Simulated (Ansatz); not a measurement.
# Be3Si2: relaxing a made-up structure, part 2 of 2

Starting from a made-up structure for Be3Si2, the aim is the relaxed cell, its shortest contacts and, where a second run follows, its electronic structure.

Ansatz 0.2.0; DFT, PBEsol, plane-wave PAW, files of the set soft_1, scalar-relativistic, no spin, cell and ions relaxed at zero pressure; PAW set soft_1 (the session's first sound run).

So far: The structure; Relaxation of the guess. The relaxed cell has a = 3.832, c = 4.511 Å (conventional setting).

**3. Electronic structure of the relaxed cell**

With the geometry fixed, one more self-consistent run, with a narrower smearing and the mesh shown in its input, gives the bands, and its pressure, and its forces where symmetry allows any, show how far the geometry depends on these settings.

This step: DFT, PBEsol, plane-wave PAW, files of the set soft_1, scalar-relativistic, no spin, bands and density of states at the relaxed cell; PAW set soft_1 (Ansatz 0.2.0).

input.yaml

```yaml
crystal:
  lattice:
    - [3.8322158267, 0.0, 0.0]
    - [-1.9161079134, 3.3187962587, 0.0]
    - [0.0, 0.0, 4.511194697]
  atoms:
    - { symbol: Si, position: [0.0, 0.0, 0.0] }
    - { symbol: Si, position: [0.3333333333, 0.6666666667, 0.5] }
    - { symbol: Be, position: [0.3333333333, 0.6666666667, 0.0] }
    - { symbol: Be, position: [0.6666666667, 0.3333333333, 0.256162383] }
    - { symbol: Be, position: [0.6666666667, 0.3333333333, 0.743837617] }
kpoints:
  mp_grid: { grid: [10, 10, 8] }
  band_path:
    path:
      - [[0.0, 0.0, 0.0], [0.5, 0.0, 0.0], [0.33333333, 0.33333333, 0.0], [0.0, 0.0, 0.0], [0.0, 0.0, 0.5], [0.5, 0.0, 0.5], [0.33333333, 0.33333333, 0.5], [0.0, 0.0, 0.5]]
      - [[0.5, 0.0, 0.5], [0.5, 0.0, 0.0]]
      - [[0.33333333, 0.33333333, 0.0], [0.33333333, 0.33333333, 0.5]]
    npoints: 8
scf:
  occupations: { method: fermi_dirac, width: 0.03 }
  n_extra_bands: 9
hamiltonian:
  xc: pbesol
  pseudopotentials: { kind: paw, azcp: { folder: soft_1 }, xc_functional: pbe }
output:
  forces: true
  stress: true
  write_bands: true
  dos: { projected: true }
  write_density: true
  write_potential: true
  elf: true
  volumetric_format: npy
```

Started as:

```
ansatz run input.yaml --threads 4 --pin off --max-ram 8192MiB --backend cpu --events-out ev --progress --plain --runs-dir out
```

Numbers of over 12 decimals in the logs are rounded to 6 here.

Output:

```text
[...]
Crystal: 5 atoms, lattice volume = 57.375 Å³
Basis set: ecut = 420 eV, 1131 PW (Γ), exchange–correlation on 54×54×64 points (8 copies of the dense FFT grid, shifted against one another)
Bands: 16, of which v1, the nominal top of the filled ones, is band 7 counted from 1 (6 counted from 0)
Symmetry: 12 space group operations
[...]
k-points: 70 of 800 (time reversal used)
[...]
SCF iter   1: F=—  HF=-1512.675140 eV  |F-HF|=—  |Δ(HF+E_count)|=         —  Δρ=3.19e-2  dr2=1.18e0  ethr=3.10e-3  ⟨swp⟩=6.0  Hψ=7640  notcnv=0
[...]
SCF iter   6: F=-1512.236135 eV  HF=-1512.236135 eV  |F-HF|=5.62e-9  |Δ(HF+E_count)|=   1.43e-6  Δρ=1.07e-5  dr2=4.41e-8  ethr=7.14e-10  ⟨swp⟩=12.4  Hψ=7968  notcnv=0
SCF 1 converged in 6 iterations: F = -1512.236135 eV  dr2 = 4.41e-8
[...]
NSCF: frozen V_eff on 75 k-points
SCF converged after 6 iterations
Free energy (F): -1512.236135 eV
[...]
Internal energy: -1512.233540 eV  (E = F + TS)
E sigma→0 (E₀):  -1512.234838 eV
Entropy (-TS):   -0.002594 eV (-0.519 meV/atom)
Fermi energy:    8.594577 eV
[...]
--- Forces (eV/Å), atoms counted from 1 ---
  atom   1  Si    -0.00000000     0.00000000     0.00000000
  atom   2  Si    -0.00000000    -0.00000000    -0.00000000
  atom   3  Be     0.00000000     0.00000000     0.00000000
  atom   4  Be    -0.00000000     0.00000000    -0.03689418
  atom   5  Be    -0.00000000     0.00000000     0.03689418
  max |Σ_I F_I| component: 3.12e-16 eV/Å
--- Stress (GPa, compression-positive) ---
       -0.036583      -0.000000      -0.000000
       -0.000000      -0.036583      -0.000000
       -0.000000      -0.000000       0.255755
  P = ⅓ Tr σ = 0.0609 GPa (0.609 kbar)
--- Band table (eV; the first three rows and the last of 70) ---
  k-point 0: bands = [... 3 lower, 6.3064, 6.3064, 7.0982, 7.0982, 9.5736, 11.2105, 12.4083, 12.5179, ... 5 higher]
  k-point 1: bands = [... 3 lower, 6.4036, 6.4036, 7.1677, 7.1677, 9.6121, 11.1851, 11.5323, 11.5323, ... 5 higher]
  k-point 2: bands = [... 3 lower, 6.6820, 6.6820, 7.3664, 7.3664, 9.7069, 10.2638, 10.2638, 11.1087, ... 5 higher]
  k-point 69: bands = [... 3 lower, 1.7448, 2.8477, 3.4837, 11.2586, 11.9721, 12.1161, 12.9567, 13.6729, ... 5 higher]
```

Run time: 3 s. Hardware: 4 threads of Arm Neoverse V1, shared host; peak memory 0.38 GiB.

The column dr2 measures how far the density is from self-consistency, as an energy; F and HF (Harris–Foulkes) agree once it is small.

Numbers from this step:

```
free energy             : -1512.2361 eV
energy at zero smearing : -1512.2348 eV
smearing term TS        : 0.002594 eV
Fermi energy            : 8.595 eV
pressure                : 0.06086 GPa
```

From bands.tsv, the bands that come nearest the Fermi level along the path, at its corners, in eV from the Fermi level:

```tsv
point	band 4	band 5	band 6	band 7	band 8	band 9	band 10	band 11
Γ	-2.29	-2.29	-1.50	-1.50	0.98	2.62	3.81	3.92
M	-4.51	-4.20	-3.82	-1.71	-0.47	1.62	2.45	3.96
K	-4.09	-3.53	-2.16	-1.99	-1.21	0.75	3.53	3.64
Γ	-2.29	-2.29	-1.50	-1.50	0.98	2.62	3.81	3.92
A	-1.33	-0.43	-0.43	-0.22	-0.22	0.23	0.28	1.71
L	-6.44	-4.06	-2.16	-1.47	-0.47	3.95	4.83	5.72
H	-7.14	-5.64	-5.41	3.05	3.76	3.91	4.47	4.60
A	-1.33	-0.43	-0.43	-0.22	-0.22	0.23	0.28	1.71
L	-6.44	-4.06	-2.16	-1.47	-0.47	3.95	4.83	5.72
M	-4.51	-4.20	-3.82	-1.71	-0.47	1.62	2.45	3.96
K	-4.09	-3.53	-2.16	-1.99	-1.21	0.75	3.53	3.64
H	-7.14	-5.64	-5.41	3.05	3.76	3.91	4.47	4.60
```

States per cell as run, both spins, in windows of 1 eV, from dos.tsv (zero at the Fermi level):

| from | to | total |
| --- | --- | --- |
| -8 | -7 | 0.78 |
| -7 | -6 | 1.00 |
| -6 | -5 | 1.53 |
| -5 | -4 | 1.82 |
| -4 | -3 | 1.18 |
| -3 | -2 | 1.23 |
| -2 | -1 | 1.32 |
| -1 | 0 | 1.43 |
| 0 | 1 | 1.71 |
| 1 | 2 | 1.68 |
| 2 | 3 | 1.76 |
| 3 | 4 | 1.95 |
| 4 | 5 | 2.02 |
| 5 | 6 | 2.35 |

Below -8 eV lie 3.7 more states.

Electrostatic potential energy in the ac plane at fractional y = 0.667, with atoms of Si and Be within 0.2 Å of it. With pseudopotentials it is smooth inside the atoms' cores, unlike the true potential.

Ten even steps from '0' (-29 eV) to '9' (10 eV), each cell a mean:
```
98620026898888
99753358999889
99987789999999
99988889999999
99876678999999
98621126899999
97302203799999
97216612699999
97204402799999
98510015899999
99864458999999
99987789999999
99988789999999
99865568999889
98630027898888
98510016898888
```
Columns run along a (3.8 Å; values clipped at the 3rd and 97th percentile), rows up along c (4.5 Å). Atoms in or near the plane, at fractional coordinates: Si at (0.33, 0.50), Be at (0.33, 0.00).

Valence density in the ac plane at fractional y = 0.667, with atoms of Si and Be within 0.2 Å of it. It is the smooth field of the valence electrons, not physical close to the nuclei.

Ten even steps from '0' (0.11 e/Å³) to '9' (0.43 e/Å³), each cell a mean:
```
55431134556776
44444444445665
33456654334444
33567765332222
24689986422112
35888888531111
36764468631001
36741147631001
36752257631001
35887788531111
24799997421111
23578875322222
33456654333333
44444444444555
55432234556666
65420024566776
```
Columns run along a (3.8 Å), rows up along c (4.5 Å). Atoms in or near the plane, at fractional coordinates: Si at (0.33, 0.50), Be at (0.33, 0.00).

ELF in the ac plane at fractional y = 0.667, with atoms of Si and Be within 0.2 Å of it. It is the smooth field of the valence electrons, not physical close to the nuclei.

Values, 16 rows by 14 columns, each cell a mean:
```
0.62 0.55 0.36 0.11 0.02 0.02 0.08 0.37 0.54 0.62 0.68 0.71 0.71 0.68
0.57 0.51 0.42 0.28 0.18 0.18 0.27 0.43 0.51 0.57 0.63 0.67 0.67 0.63
0.49 0.47 0.50 0.53 0.55 0.56 0.54 0.50 0.47 0.49 0.53 0.57 0.57 0.54
0.44 0.48 0.58 0.67 0.72 0.72 0.68 0.57 0.49 0.43 0.43 0.44 0.45 0.43
0.46 0.56 0.67 0.73 0.75 0.75 0.74 0.67 0.57 0.45 0.38 0.35 0.35 0.38
0.53 0.65 0.70 0.66 0.60 0.60 0.65 0.71 0.66 0.52 0.39 0.32 0.32 0.38
0.58 0.69 0.65 0.51 0.46 0.46 0.50 0.66 0.69 0.58 0.42 0.32 0.32 0.41
0.61 0.70 0.59 0.44 0.52 0.53 0.44 0.60 0.70 0.61 0.45 0.33 0.33 0.43
0.60 0.69 0.62 0.47 0.47 0.47 0.46 0.63 0.70 0.60 0.44 0.33 0.33 0.42
0.54 0.66 0.69 0.62 0.55 0.55 0.61 0.70 0.67 0.54 0.40 0.32 0.32 0.39
0.48 0.59 0.69 0.73 0.73 0.73 0.73 0.70 0.60 0.47 0.38 0.33 0.33 0.37
0.44 0.50 0.61 0.70 0.74 0.75 0.71 0.61 0.51 0.43 0.41 0.41 0.41 0.41
0.47 0.47 0.52 0.58 0.62 0.62 0.59 0.51 0.47 0.47 0.50 0.54 0.54 0.51
0.54 0.50 0.45 0.38 0.31 0.31 0.37 0.45 0.49 0.54 0.60 0.64 0.64 0.60
0.61 0.54 0.37 0.14 0.03 0.03 0.11 0.38 0.53 0.61 0.67 0.70 0.70 0.67
0.64 0.56 0.33 0.07 0.00 0.00 0.04 0.34 0.55 0.64 0.69 0.72 0.71 0.69
```
Columns run along a (3.8 Å), rows up along c (4.5 Å). Atoms in or near the plane, at fractional coordinates: Si at (0.33, 0.50), Be at (0.33, 0.00).

**4. What came out**

| Item | Value |
| --- | --- |
| space group, relaxed | P-6m2 |
| conventional cell | a = 3.832, b = 3.832, c = 4.511 Å; α = 90.0°, β = 90.0°, γ = 120.0° |
| volume per atom | 11.47 Å³ (guess 10.74) |

In words: Be3Si2 relaxes to P-6m2 with a = 3.832, b = 3.832 and c = 4.511 Å. The guessed volume was 6 % too small. The space group P-6m2 was held in the relaxation, so the end point is a stationary structure within it and may be a saddle against distortions or other arrangements. Bands cross the Fermi level, so it is a metal or semimetal at this level. On the 10×10×8 mesh with the narrower smearing (relaxed on 8×8×6) the largest force component is 0.037 eV/Å and the largest stress component is 0.256 GPa, against the relaxation's thresholds of 0.015 eV/Å and 0.05 GPa. The cutoff wasn't tested. No dispersion term is used, so weakly bound directions may come out too long. Nothing here tests whether the compound is stable against decomposition.

[Logs are printed without paths, hosts, clocks, repeated set-up lines and the standing remarks that a program may print on its own settings, such as how far it seeks lower states.]

[Hosts, paths, dates, database ids (printed as entryN), source tags and the programs' standing remarks are cut or masked in the printed files.]
